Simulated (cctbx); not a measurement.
## Sr3Si5 across an absorption edge

Space group Cmcm (no. 63), a = 9.7690 Å, b = 8.0120 Å, c = 10.2380 Å, α = 90.00°, β = 90.00°, γ = 90.00°.

| atom | mult. | x | y | z | Ueq (Å²) |
| --- | --- | --- | --- | --- | --- |
| Sr1 | 4 | 1/2 | 0.3481 | 3/4 | 0.0039 |
| Sr2 | 8 | 0.7007 | 0 | 1/2 | 0.0045 |
| Si1 | 4 | 1/2 | 0.9493 | 3/4 | 0.0058 |
| Si2 | 8 | 0.6862 | 0.2881 | 1/4 | 0.0050 |
| Si3 | 8 | 1/2 | 0.6986 | 0.9420 | 0.0087 |

This is a model crystal, built by substitution and not relaxed, with assumed displacement parameters.

Calculated with cctbx: free-atom f′ and f″ from the Sasaki tables, no fine structure; amplitudes in electrons.

| E (eV) | F 0 2 1 | F 1 1 0 | F 2 2 1 | F 3 1 0 |
| --- | --- | --- | --- | --- |
| 15505 | 78.9 | 10.7 | 139.5 | 215.3 |
| 15855 | 75.9 | 10.6 | 136.5 | 208.3 |
| 15985 | 73.2 | 10.5 | 133.9 | 202.2 |
| 16045 | 70.6 | 10.5 | 131.3 | 196.3 |
| 16075 | 68.0 | 10.4 | 128.7 | 190.3 |
| 16090 | 65.5 | 10.3 | 126.1 | 184.4 |
| 16097 | 63.1 | 10.2 | 123.8 | 179.1 |
| 16101 | 60.7 | 10.1 | 121.4 | 173.4 |
| 16109 | 60.9 | 10.1 | 120.9 | 173.3 |
| 16113 | 64.1 | 10.2 | 124.1 | 180.5 |
| 16120 | 66.6 | 10.3 | 126.7 | 186.5 |
| 16135 | 69.4 | 10.4 | 129.4 | 192.9 |
| 16165 | 72.1 | 10.5 | 132.2 | 199.2 |
| 16255 | 75.7 | 10.6 | 135.8 | 207.5 |
| 16505 | 79.6 | 10.7 | 139.7 | 216.4 |

**Question.** Which edge is crossed, and why do the reflections move as they do?

The K edge of Sr. The edge is at 16105 eV. f′ of Sr falls from -4.4 e at 15985 eV to -7.7 e at 4 eV below it, and f″ steps from 0.52 to 3.77 e across it. Over that approach |F| changes by -17 % (0 2 1), -4 % (1 1 0), -9 % (2 2 1) and -14 % (3 1 0): a reflection falls where Sr scatters in phase with the total and rises where it scatters against it; it hardly moves where the Sr term is small or cancels by symmetry. Above the edge the larger f″ enters the imaginary part, where it can add to or cancel the other atoms' f″. The structure is centrosymmetric, so Friedel mates stay equal.
